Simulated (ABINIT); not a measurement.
Planning a run of ABINIT 10.8.3 on BaHI (P4/nmm). The input:

```
acell 3*1.0 Angstrom
rprim 
  4.828000000000 0.000000000000 0.000000000000
  0.000000000000 4.828000000000 0.000000000000
  0.000000000000 0.000000000000 7.867000000000
ntypat 3
znucl 56 1 53
natom 6
typat 1 1 2 2 3 3
xred 
  0.000000000000 0.500000000000 0.190000000000
  0.500000000000 0.000000000000 0.810000000000
  0.000000000000 0.000000000000 0.000000000000
  0.500000000000 0.500000000000 0.000000000000
  0.000000000000 0.500000000000 0.680000000000
  0.500000000000 0.000000000000 0.320000000000
pp_dirpath "pseudos"
pseudos "Ba.upf, H.upf, I.upf"
ecut 31
ngkpt 2 2 1
nshiftk 1
shiftk 0 0 0
kptopt 1
chksymbreak 0
istwfk *1
occopt 1
irdwfk 1
optdriver 4
nband 139
gwcalctyp 0
ecutsigx 31
symsigma 1
nkptgw 2
kptgw 
  0.5000000000 0.0000000000 0.0000000000
  0.0000000000 0.0000000000 0.0000000000
bdgw 
  17 20
  17 21
ecuteps 3.9
irdscr 1
ppmodel 1
indata_prefix "in"
outdata_prefix "out"
tmpdata_prefix "tmp"
```

```sh
OMP_NUM_THREADS=1 mpirun -n 4 abinit run.abi > log
```

Question: Estimate wall time and host memory on 4 MPI ranks of Arm Neoverse N1, shared host.

It took 25 s; on shared hardware allow 12 s to 49 s. Peak host memory was 1.0 GiB.

[Paths, hosts, dates, memory and timing lines, banners, echoed tables and standing remarks are left out of the program output.]

[Logs are printed without paths, hosts, clocks, repeated set-up lines and the standing remarks that a program may print on its own settings, such as how far it seeks lower states.]

[Runs of the session that timed out or met a known fault of the program may be left out.]

[Hosts, paths, dates, database ids (printed as entryN), source tags and the programs' standing remarks are cut or masked in the printed files.]

[G0W0 gaps are taken among the corrected bands and points alone; a level outside them can change the order at an edge.]

[Where Ansatz stands beside ABINIT at settings called matched, ABINIT's density can come from a denser mesh and the files from another edition; pairs whose starting gaps differed by over 0.03 eV were left out, so agreement reads better than it is.]
